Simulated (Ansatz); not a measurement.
**How the smearing shapes the phonons of TiOs (Pm-3m)**

Aim: see how the phonons of TiOs (Pm-3m) along the first symmetry line respond to the electronic smearing.

Method: DFT PBEsol, scalar-relativistic, plane waves, PAW; PAW set soft_1, in Ansatz 0.2.0.

## 1. The starting structure

It takes space group Pm-3m (No. 221, cubic). The conventional cell has a = 3.080 Å, b = 3.080 Å, c = 3.080 Å, α = 90.00°, β = 90.00°, γ = 90.00°. Nearest to Ti lie 8 Os at 2.67 Å. Os has 8 Ti at 2.67 Å nearest. Farther neighbours are not listed.

## 2. Relaxation

Lattice constant and positions set the bands and the force constants, so the cell is relaxed first.

The input, input.yaml:

```yaml
crystal:
  lattice:
    - [3.08, 0.0, 0.0]
    - [0.0, 3.08, 0.0]
    - [0.0, 0.0, 3.08]
  atoms:
    - { symbol: Ti, position: [0.5, 0.5, 0.5] }
    - { symbol: Os, position: [0.0, 0.0, 0.0] }
kpoints:
  mp_grid: { grid: [10, 10, 10] }
hamiltonian:
  xc: pbesol
  pseudopotentials: { kind: paw, azcp: { folder: soft_1 }, xc_functional: pbe }
scf:
  occupations: { method: gaussian, width: 0.1 }
output:
  forces: true
  stress: true
  eigenvalues: true
relax:
  adjacent_minimum: "off"
  f_tol: 0.005
  max_steps: 80
  cell: { stress_tol: 0.05 }
```

Run with:

```bash
$ ansatz run input.yaml --threads 4 --pin off --max-ram 12288MiB --backend cpu --events-out ev --progress --plain --runs-dir out
```

Numbers of over 12 decimals in the logs are rounded to 6 here.

The program printed:

```text
[the first part of the log is left out]
  E_xc         = -349.095393
  E_vxc        = -392.669400  (∫ρ·V_xc dr)
  E_paw        = -9932.068975  (= ΣΔE_a)
  E_vpaw       = -425.515956  (= ΣTr[D̂ρ^β])
  E_aug_tail   = 0.000384  (compensation charges beyond the density's cutoff)
  E_ewald      = -3394.258719
  E_core_change = 0.387382  (= ΣΔE_core)
  E_smearing   = -0.001671  (= −TS)
  E_closure    = -0.000000  (closes the sum)
  Σ components = -13727.646981   (vs F -13727.646981, Δ=0.00e0)
--- Forces (eV/Å), atoms counted from 1 ---
  atom   1  Ti     0.00000000    -0.00000000     0.00000000
  atom   2  Os     0.00000000    -0.00000000    -0.00000000
  max |Σ_I F_I| component: 1.58e-29 eV/Å
--- Stress (GPa, compression-positive) ---
        0.006995      -0.000000      -0.000000
       -0.000000       0.006995      -0.000000
       -0.000000      -0.000000       0.006995
  P = ⅓ Tr σ = 0.0070 GPa (0.070 kbar)
--- Band table (eV; the first three rows and the last of 56) ---
  k-point 0: bands = ["-65.3827", "-36.0686", "-24.6976", "-24.6976", "-24.6976", "-12.3243", "-12.3243", "-12.3243", "11.9542", "15.1541", "15.1541", "19.2354", "19.2354", "19.2354", "22.4909", "22.4909", "24.3987", "24.3987"]
  k-point 1: bands = ["-65.3821", "-36.0669", "-24.7118", "-24.6957", "-24.6957", "-12.3514", "-12.3246", "-12.3246", "12.1770", "15.2601", "15.3253", "19.1946", "19.1946", "19.3183", "22.2610", "22.5716", "23.9188", "23.9188"]
  k-point 2: bands = ["-65.3806", "-36.0624", "-24.7487", "-24.6908", "-24.6908", "-12.4219", "-12.3256", "-12.3256", "12.8049", "15.5676", "15.7941", "19.0974", "19.0974", "19.5571", "21.6407", "22.7777", "22.9724", "22.9724"]
  k-point 55: bands = ["-65.3646", "-35.9972", "-24.8267", "-24.8267", "-24.8267", "-12.5465", "-12.5465", "-12.5465", "16.8527", "16.8527", "16.8527", "19.0009", "19.0009", "19.0009", "21.9722", "21.9722", "23.6967", "23.6967"]
--- Relaxed structure (4 steps of the walk, 3 accepted, 1 SCFs on fresh bases) ---
  F+E_penalty+E_count = -13727.64698115 eV   max|allowed force component| = 7.889e-30 eV/Å   (the final SCF, on the basis selected at the relaxed cell)
  cell:  # Å, volume = 28.6685 Å³
    - [3.060566, 0, 0]
    - [0, 3.060566, 0]
    - [0, 0.0, 3.060566]
  atoms:
    - { symbol: Ti, position: [0.5, 0.5, 0.5] }
    - { symbol: Os, position: [0, 0, 0] }
```

Elapsed: 3.8 s, on 4 threads of Intel Xeon Platinum 8259CL at 2.50GHz (Skylake/Cascade Lake), shared host; peak memory 0.41 GiB; 12 s of CPU time.

Relaxation path:

| step | energy less that of the first step (eV) | largest force component (eV/Å) | pressure (GPa) | volume (Å³) |
| --- | --- | --- | --- | --- |
| 1 | 0.0000 | 0.0000 | -4.85 | 29.22 |
| 2 | 0.0042 | 0.0000 | 6.56 | 28.01 |
| 3 | -0.0087 | 0.0000 | -0.21 | 28.69 |
| 4 | -0.0087 | 0.0000 | 0.00 | 28.67 |
| 5 | -0.0085 | 0.0000 | 0.01 | 28.67 |

The log counts 1 steps on a newly chosen plane-wave basis, not all of them marked here; energy and pressure can jump at such steps. Relaxation step 2 was tried and not accepted.

| conventional cell, symmetrised | before | after | change |
| --- | --- | --- | --- |
| a (Å) | 3.080 | 3.061 | -0.6 % |
| b (Å) | 3.080 | 3.061 | -0.6 % |
| c (Å) | 3.080 | 3.061 | -0.6 % |
| volume (Å³/atom) | 14.61 | 14.33 | -1.9 % |

The relaxed structure:

```cif
data_structure
_symmetry_space_group_name_H-M 'P 1'
_symmetry_Int_Tables_number 1
_cell_length_a 3.0606
_cell_length_b 3.0606
_cell_length_c 3.0606
_cell_angle_alpha 90.000
_cell_angle_beta 90.000
_cell_angle_gamma 90.000
_cell_volume 28.67
loop_
_atom_site_label
_atom_site_type_symbol
_atom_site_fract_x
_atom_site_fract_y
_atom_site_fract_z
_atom_site_occupancy
Ti1 Ti 0.50000 0.50000 0.50000 1
Os2 Os 0.00000 0.00000 0.00000 1
```

Numbers from this step:

| Property | Result |
| --- | --- |
| pressure | 0.006995 GPa |
| volume per atom | 14.33 Å³/atom |
| metallic on mesh | yes |
| gap on the k-mesh | 0 eV |

The largest force is now zero by symmetry and the largest stress component 0.0070 GPa, small enough for phonons.

## 3. Phonons along a line: Fermi–Dirac smearing of 0.1 eV

Each wavevector is solved by itself, so no interpolation smooths a dip of the branch.

The input, input.yaml:

```yaml
crystal:
  lattice:
    - [3.0605662111, 0.0, 0.0]
    - [0.0, 3.0605662111, 0.0]
    - [0.0, 0.0, 3.0605662111]
  atoms:
    - { symbol: Ti, position: [0.5, 0.5, 0.5] }
    - { symbol: Os, position: [0.0, 0.0, 0.0] }
kpoints:
  mp_grid: { grid: [16, 16, 16] }
hamiltonian:
  xc: pbesol
  pseudopotentials: { kind: paw, azcp: { folder: soft_1 }, xc_functional: pbe }
scf:
  occupations: { method: fermi_dirac, width: 0.1 }
output:
  eigenvalues: true
phonons:
  method: dfpt
  qpoints:
    - [0, 0, 0]
    - [0.0, 0.0625, 0.0]
    - [0.0, 0.1875, 0.0]
    - [0.0, 0.3125, 0.0]
    - [0.0, 0.4375, 0.0]
```

The program printed:

```text
[...]
Crystal: 2 atoms, lattice volume = 28.669 Å³
Basis set: ecut = 420 eV, 587 PW (Γ), exchange–correlation on 48×48×48 points (8 copies of the dense FFT grid, shifted against one another)
Bands: 18, of which v1, the nominal top of the filled ones, is band 14 counted from 1 (13 counted from 0)
Symmetry: 48 space group operations
k-points: 165 of 4096
[...]
SCF iter   1: F=—  HF=-13728.762084 eV  |F-HF|=—  |Δ(HF+E_count)|=         —  Δρ=1.30e-1  dr2=7.44e0  ethr=3.10e-3  ⟨swp⟩=3.9  Hψ=11690  notcnv=0
[...]
SCF iter   9: F=-13727.645819 eV  HF=-13727.645819 eV  |F-HF|=5.46e-12  |Δ(HF+E_count)|=  3.64e-12  Δρ=4.36e-8  dr2=3.30e-13  ethr=1.00e-12  ⟨swp⟩=5.0  Hψ=11470  notcnv=0
the search or the solves at the SCF's close seem to have found levels that the self-consistency loop had missed (the run counts 4). By its estimate they hold 7.70e-12 electrons. The energies and the density leave them out; if the run goes on with those levels, later outputs use occupations computed again with them
SCF 1 converged in 9 iterations: F = -13727.645819 eV  dr2 = 3.30e-13
[...]
NSCF: frozen V_eff on 165 k-points
[...]
DFPT response loops at q = (0, 0, 0) (fractional): preconditioner auto → Kerker (q_TF=auto, 2.718 Å⁻¹) (partly filled bands, converged f_vac=0.000); β = 1.00, the filter's whole step (`scf.mixing.beta` (0.50) is not read by the response loops under this deck's `scf.mixing.preconditioner`; to damp them name `kerker` or `kerker_dos`, under which they read `scf.mixing.beta`, and type it under 1.00, their step now; both keys bind the ground state too); Broyden in place of MSR1
[...]
SCF converged after 9 iterations
Free energy (F): -13727.645819 eV
[...]
Internal energy: -13727.631542 eV  (E = F + TS)
E sigma→0 (E₀):  -13727.638681 eV
Entropy (-TS):   -0.014278 eV (-7.139 meV/atom)
Fermi energy:    20.593044 eV
[...]
--- Band table (eV; the first three rows and the last of 165) ---
  k-point 0: bands = [... 10 lower, 15.1518, 19.2303, 19.2303, 19.2303, 22.4855, 22.4855, 24.3918, 24.3918]
  k-point 1: bands = [... 10 lower, 15.2196, 19.2138, 19.2138, 19.2628, 22.3943, 22.5177, 24.1882, 24.1882]
  k-point 2: bands = [... 10 lower, 15.4161, 19.1685, 19.1685, 19.3590, 22.1319, 22.6091, 23.6918, 23.6918]
  k-point 164: bands = [... 10 lower, 16.8493, 18.9978, 18.9978, 18.9978, 21.9668, 21.9668, 23.6902, 23.6902]
--- Phonons (Γ-DFPT): 2 representative perturbations + reference (Σ response iterations 6) ---
  ASR residual: 3.006e-4 → 0.000e0 eV/Å²; symmetrization residual: 1.174e-6 eV/Å²
  ASR residual per site (eV/Å²): 3.01e-4 2.17e-4
  Γ frequencies (cm⁻¹): 0.00 0.00 0.00 234.41 234.41 234.41
  non-analytic LO–TO correction: not included (Born effective charges unavailable; polar crystals: no LO–TO splitting at Γ)
--- Phonons (arbitrary-q DFPT): 5 explicit q-points ---
  q = [0, 0, 0] (of the zone-centre solve; hermiticity 3.04e-7, symmetrization 8.88e-13): -0.00 -0.00 0.00 234.41 234.41 234.41
  q = [0, 0.0625, 0] (4 solved perturbations in 4032 linear systems a pass and spin channel, the states on 1296 of 4096 k-point pairs; hermiticity 1.79e-7, symmetrization 3.66e-11): 20.60 20.60 40.12 234.41 234.41 249.90
[...]
sum rule: each row above includes the acoustic sum rule's correction from the zone centre's row sums; it moved no ω² by more than (1.31 cm⁻¹)²
```

It took 3.6 min on 4 threads; peak memory 2 GiB.

The column dr2 measures how far the density is from self-consistency, as an energy; F and HF (Harris–Foulkes) agree once it is small.

Each wavevector solved by linear response. Table of frequency by |q| along the line:

| \|q\| along the line (Å⁻¹) | mode 1 = mode 2 (cm⁻¹) | mode 3 (cm⁻¹) | mode 4 = mode 5 (cm⁻¹) | mode 6 (cm⁻¹) |
| --- | --- | --- | --- | --- |
| 0.000 | 0 | 0 | 234 | 234 |
| 0.128 | 20.6 | 40.1 | 234 | 250 |
| 0.385 | 61.6 | 108 | 232 | 306 |
| 0.641 | 101 | 153 | 223 | 364 |
| 0.898 | 134 | 175 | 209 | 396 |

## 4. Phonons along a line: Fermi–Dirac smearing of 0.25 eV

Each wavevector is solved by itself, so no interpolation smooths a dip of the branch.

input.yaml, as its differences from that of step 3:

```diff
@@ -14,3 +14,3 @@
 scf:
-  occupations: { method: fermi_dirac, width: 0.1 }
+  occupations: { method: fermi_dirac, width: 0.25 }
 output:
```

Wider smearing eases the sum over k-points of a metal but moves the result away from its zero-temperature value.

The program printed:

```text
band count auto-derived: 19 (N_el = 28.0; filled up to band 14; 18 by the electrons, moments and atoms)
[...]
Crystal: 2 atoms, lattice volume = 28.669 Å³
Basis set: ecut = 420 eV, 587 PW (Γ), exchange–correlation on 48×48×48 points (8 copies of the dense FFT grid, shifted against one another)
Bands: 19, of which v1, the nominal top of the filled ones, is band 14 counted from 1 (13 counted from 0)
Symmetry: 48 space group operations
k-points: 165 of 4096
[...]
SCF iter   1: F=—  HF=-13728.835822 eV  |F-HF|=—  |Δ(HF+E_count)|=         —  Δρ=1.32e-1  dr2=7.77e0  ethr=3.10e-3  ⟨swp⟩=4.8  Hψ=26860  notcnv=0
automatic band count: the SCF goes on with 24 bands, as 19 were too few: they end inside the smearing window of the response
[...]
SCF iter   2: F=—  HF=-13728.282233 eV  |F-HF|=—  |Δ(HF+E_count)|=   5.54e-1  Δρ=9.96e-2  dr2=4.72e0  ethr=3.10e-3  ⟨swp⟩=2.0  Hψ=6291  notcnv=0  defer=52
[...]
SCF iter   9: F=-13727.695065 eV  HF=-13727.695065 eV  |F-HF|=0.00e0  |Δ(HF+E_count)|=  5.46e-12  Δρ=2.34e-8  dr2=7.38e-14  ethr=1.00e-12  ⟨swp⟩=6.6  Hψ=13553  notcnv=0
SCF 1 converged in 9 iterations: F = -13727.695065 eV  dr2 = 7.38e-14
[...]
SCF converged after 9 iterations
Free energy (F): -13727.695065 eV
[...]
Internal energy: -13727.546063 eV  (E = F + TS)
E sigma→0 (E₀):  -13727.620564 eV
Entropy (-TS):   -0.149001 eV (-74.501 meV/atom)
Fermi energy:    20.595690 eV
[...]
--- Band table (eV; the first three rows and the last of 165) ---
  k-point 0: bands = [... 10 lower, 15.1531, 19.2351, 19.2351, 19.2351, 22.5035, 22.5035, 24.4133, 24.4133, ... 6 higher]
  k-point 1: bands = [... 10 lower, 15.2208, 19.2184, 19.2184, 19.2675, 22.4121, 22.5357, 24.2091, 24.2091, ... 6 higher]
  k-point 2: bands = [... 10 lower, 15.4175, 19.1726, 19.1726, 19.3635, 22.1493, 22.6271, 23.7118, 23.7118, ... 6 higher]
  k-point 164: bands = [... 10 lower, 16.8489, 19.0108, 19.0108, 19.0108, 21.9650, 21.9650, 23.7201, 23.7201, ... 6 higher]
[...]
ASR residual: 1.313e-3 → 0.000e0 eV/Å²; symmetrization residual: 4.664e-7 eV/Å²
  ASR residual per site (eV/Å²): 1.31e-3 3.13e-4
  Γ frequencies (cm⁻¹): 0.00 0.00 0.00 233.83 233.83 233.83
[...]
--- Phonons (arbitrary-q DFPT): 5 explicit q-points ---
[...]
```

Elapsed: 4.1 min, on 4 threads; peak memory 2.3 GiB.

Each wavevector solved by linear response. Table of frequency by |q| along the line:

| \|q\| along the line (Å⁻¹) | mode 1 = mode 2 (cm⁻¹) | mode 3 (cm⁻¹) | mode 4 = mode 5 (cm⁻¹) | mode 6 (cm⁻¹) |
| --- | --- | --- | --- | --- |
| 0.000 | 0 | 0 | 234 | 234 |
| 0.128 | 20.5 | 39.3 | 234 | 245 |
| 0.385 | 61.2 | 106 | 232 | 297 |
| 0.641 | 100 | 149 | 223 | 349 |
| 0.898 | 131 | 170 | 210 | 382 |

Against step 3 (now smearing width 0.25 eV), the free energy moves by -24.6 meV an atom.

## 5. Wavevectors along a line: Fermi–Dirac smearing of 0.04 eV

Each wavevector is solved by itself, so no interpolation smooths a dip of the branch.

input.yaml, as its differences from that of step 4:

```diff
@@ -14,3 +14,3 @@
 scf:
-  occupations: { method: fermi_dirac, width: 0.25 }
+  occupations: { method: fermi_dirac, width: 0.04 }
 output:
```

Narrower smearing comes nearer the zero-temperature value but asks more of the mesh.

The program printed:

```text
[...]
Crystal: 2 atoms, lattice volume = 28.669 Å³
Basis set: ecut = 420 eV, 587 PW (Γ), exchange–correlation on 48×48×48 points (8 copies of the dense FFT grid, shifted against one another)
Bands: 18, of which v1, the nominal top of the filled ones, is band 14 counted from 1 (13 counted from 0)
Symmetry: 48 space group operations
k-points: 165 of 4096
[...]
SCF iter   1: F=—  HF=-13728.751760 eV  |F-HF|=—  |Δ(HF+E_count)|=         —  Δρ=1.29e-1  dr2=7.36e0  ethr=3.10e-3  ⟨swp⟩=4.0  Hψ=11963  notcnv=0
[...]
SCF iter   9: F=-13727.639844 eV  HF=-13727.639844 eV  |F-HF|=0.00e0  |Δ(HF+E_count)|=  3.64e-12  Δρ=4.29e-8  dr2=3.05e-13  ethr=1.00e-12  ⟨swp⟩=5.0  Hψ=11518  notcnv=0
[...]
SCF 1 converged in 9 iterations: F = -13727.639844 eV  dr2 = 3.05e-13
[...]
SCF converged after 9 iterations
Free energy (F): -13727.639844 eV
[...]
Internal energy: -13727.637444 eV  (E = F + TS)
E sigma→0 (E₀):  -13727.638644 eV
Entropy (-TS):   -0.002400 eV (-1.200 meV/atom)
Fermi energy:    20.601467 eV
[...]
--- Band table (eV; the first three rows and the last of 165) ---
  k-point 0: bands = [... 10 lower, 15.1520, 19.2304, 19.2304, 19.2304, 22.4848, 22.4848, 24.3910, 24.3910]
  k-point 1: bands = [... 10 lower, 15.2198, 19.2139, 19.2139, 19.2629, 22.3936, 22.5170, 24.1875, 24.1875]
  k-point 2: bands = [... 10 lower, 15.4163, 19.1687, 19.1687, 19.3592, 22.1312, 22.6084, 23.6911, 23.6911]
  k-point 164: bands = [... 10 lower, 16.8496, 18.9972, 18.9972, 18.9972, 21.9674, 21.9674, 23.6888, 23.6888]
[...]
ASR residual: 4.315e-5 → 0.000e0 eV/Å²; symmetrization residual: 1.043e-6 eV/Å²
  ASR residual per site (eV/Å²): 3.42e-5 4.32e-5
  Γ frequencies (cm⁻¹): 0.00 0.00 0.00 234.83 234.83 234.83
[...]
--- Phonons (arbitrary-q DFPT): 5 explicit q-points ---
[...]
```

Wall time 3.4 min (4 threads); peak memory 2 GiB; 13 min of CPU time.

Each wavevector solved by linear response. Table of frequency by |q| along the line:

| \|q\| along the line (Å⁻¹) | mode 1 = mode 2 (cm⁻¹) | mode 3 (cm⁻¹) | mode 4 = mode 5 (cm⁻¹) | mode 6 (cm⁻¹) |
| --- | --- | --- | --- | --- |
| 0.000 | 0 | 0 | 235 | 235 |
| 0.128 | 20.6 | 40.1 | 235 | 249 |
| 0.385 | 61.5 | 108 | 233 | 308 |
| 0.641 | 100 | 153 | 222 | 366 |
| 0.898 | 134 | 175 | 208 | 397 |

Against step 3 (now smearing width 0.04 eV), the free energy moves by +3.0 meV an atom.

## 6. Phonons along a line: Methfessel–Paxton smearing of 0.2 eV

Each wavevector is solved by itself, so no interpolation smooths a dip of the branch.

input.yaml, as its differences from that of step 5:

```diff
@@ -14,3 +14,3 @@
 scf:
-  occupations: { method: fermi_dirac, width: 0.04 }
+  occupations: { method: methfessel_paxton, width: 0.2 }
 output:
```

The program printed:

```text
[...]
Crystal: 2 atoms, lattice volume = 28.669 Å³
Basis set: ecut = 420 eV, 587 PW (Γ), exchange–correlation on 48×48×48 points (8 copies of the dense FFT grid, shifted against one another)
Bands: 18, of which v1, the nominal top of the filled ones, is band 14 counted from 1 (13 counted from 0)
Symmetry: 48 space group operations
k-points: 165 of 4096
[...]
SCF iter   1: F=—  HF=-13728.749788 eV  |F-HF|=—  |Δ(HF+E_count)|=         —  Δρ=1.29e-1  dr2=7.36e0  ethr=3.10e-3  ⟨swp⟩=3.9  Hψ=11294  notcnv=0
[...]
SCF iter   9: F=-13727.638785 eV  HF=-13727.638785 eV  |F-HF|=3.64e-12  |Δ(HF+E_count)|=  1.09e-11  S|Δr|=    0.00e0  Δρ=4.54e-8  dr2=3.46e-13  ethr=1.00e-12  ⟨swp⟩=5.0  Hψ=11554  notcnv=0
[...]
SCF 1 converged in 9 iterations: F = -13727.638785 eV  dr2 = 3.46e-13
[...]
SCF converged after 9 iterations
Stability not checked: this state was not tested for a lower state beside it, because cold or Methfessel-Paxton smearing, or corrected tetrahedra, fill the levels in a way that the test cannot read (fill_not_monotonic; see scf.lower_state_search)
Free energy (F): -13727.638785 eV
[...]
Internal energy: -13727.638748 eV  (E = F + TS)
E sigma→0 (E₀):  -13727.638776 eV
Entropy (-TS):   -0.000037 eV (-0.019 meV/atom)
Fermi energy:    20.592341 eV
[...]
--- Band table (eV; the first three rows and the last of 165) ---
  k-point 0: bands = [... 10 lower, 15.1518, 19.2298, 19.2298, 19.2298, 22.4837, 22.4837, 24.3896, 24.3896]
  k-point 1: bands = [... 10 lower, 15.2196, 19.2133, 19.2133, 19.2623, 22.3925, 22.5158, 24.1860, 24.1860]
  k-point 2: bands = [... 10 lower, 15.4161, 19.1681, 19.1681, 19.3586, 22.1301, 22.6072, 23.6897, 23.6897]
  k-point 164: bands = [... 10 lower, 16.8493, 18.9964, 18.9964, 18.9964, 21.9672, 21.9672, 23.6870, 23.6870]
[...]
ASR residual: 3.820e-5 → 0.000e0 eV/Å²; symmetrization residual: 1.263e-6 eV/Å²
  ASR residual per site (eV/Å²): 2.13e-5 3.82e-5
  Γ frequencies (cm⁻¹): 0.00 0.00 0.00 234.47 234.47 234.47
[...]
--- Phonons (arbitrary-q DFPT): 5 explicit q-points ---
[...]
```

The job ended after 3.6 min (4 threads; peak memory 2 GiB; 14 min of CPU time).

Each wavevector solved by linear response. The frequency by |q| along the line:

| \|q\| along the line (Å⁻¹) | mode 1 = mode 2 (cm⁻¹) | mode 3 (cm⁻¹) | mode 4 = mode 5 (cm⁻¹) | mode 6 (cm⁻¹) |
| --- | --- | --- | --- | --- |
| 0.000 | 0 | 0 | 234 | 234 |
| 0.128 | 20.6 | 40.1 | 234 | 250 |
| 0.385 | 61.6 | 108 | 232 | 308 |
| 0.641 | 101 | 153 | 222 | 367 |
| 0.898 | 134 | 176 | 209 | 398 |

Against step 3 (now occupations Methfessel-Paxton and smearing width 0.2 eV), the free energy moves by +3.5 meV an atom.

## 7. The lowest branch at each setting

Table of lowest frequency by |q| along the line:

| \|q\| along the line (Å⁻¹) | fermi dirac 0.1 eV, k 16x16x16 (cm⁻¹) | fermi dirac 0.25 eV, k 16x16x16 (cm⁻¹) | fermi dirac 0.04 eV, k 16x16x16 (cm⁻¹) | methfessel paxton 0.2 eV, k 16x16x16 (cm⁻¹) |
| --- | --- | --- | --- | --- |
| 0.000 | 0 | 0 | 0 | 0 |
| 0.128 | 20.6 | 20.5 | 20.6 | 20.6 |
| 0.385 | 61.6 | 61.2 | 61.5 | 61.6 |
| 0.641 | 101 | 100 | 100 | 101 |
| 0.898 | 134 | 131 | 134 | 134 |

## 8. What came out

| Quantity | Value |
| --- | --- |
| phonon run of the rows without a label of their own | PBEsol, k 16×16×16 |
| lowest branch at the last solved point, Fermi–Dirac 0.1 eV | 134 cm⁻¹ at \|q\| = 0.898 Å⁻¹ |
| lowest branch at the last solved point, Fermi–Dirac 0.25 eV | 131 cm⁻¹ at \|q\| = 0.898 Å⁻¹ |
| lowest branch at the last solved point, Fermi–Dirac 0.04 eV | 134 cm⁻¹ at \|q\| = 0.898 Å⁻¹ |
| lowest branch at the last solved point, Methfessel–Paxton 0.2 eV | 134 cm⁻¹ at \|q\| = 0.898 Å⁻¹ |

In words: No branch softens by more than 4 % of the top frequency as the smearing narrows, so no anomaly that hangs on the smearing shows at these points. The line holds 5 wavevectors, so a narrow dip between them would be missed. Between Fermi–Dirac 0.25 eV and Fermi–Dirac 0.04 eV the largest change, with modes counted by rank of frequency, is in mode 6 at |q| = 0.641 Å⁻¹, from 349 to 366 cm⁻¹. Where branches cross, a count by rank can hide a softening. At the narrowest width the k mesh may not resolve the Fermi surface, so part of the change can be mesh noise. Spin–orbit coupling, left out here, matters for Os. The PAW files were made for PBE; under other functionals the run regenerates their frozen core.

[Logs are printed without paths, hosts, clocks, repeated set-up lines and the standing remarks that a program may print on its own settings, such as how far it seeks lower states.]

[Hosts, paths, dates, database ids (printed as entryN), source tags and the programs' standing remarks are cut or masked in the printed files.]
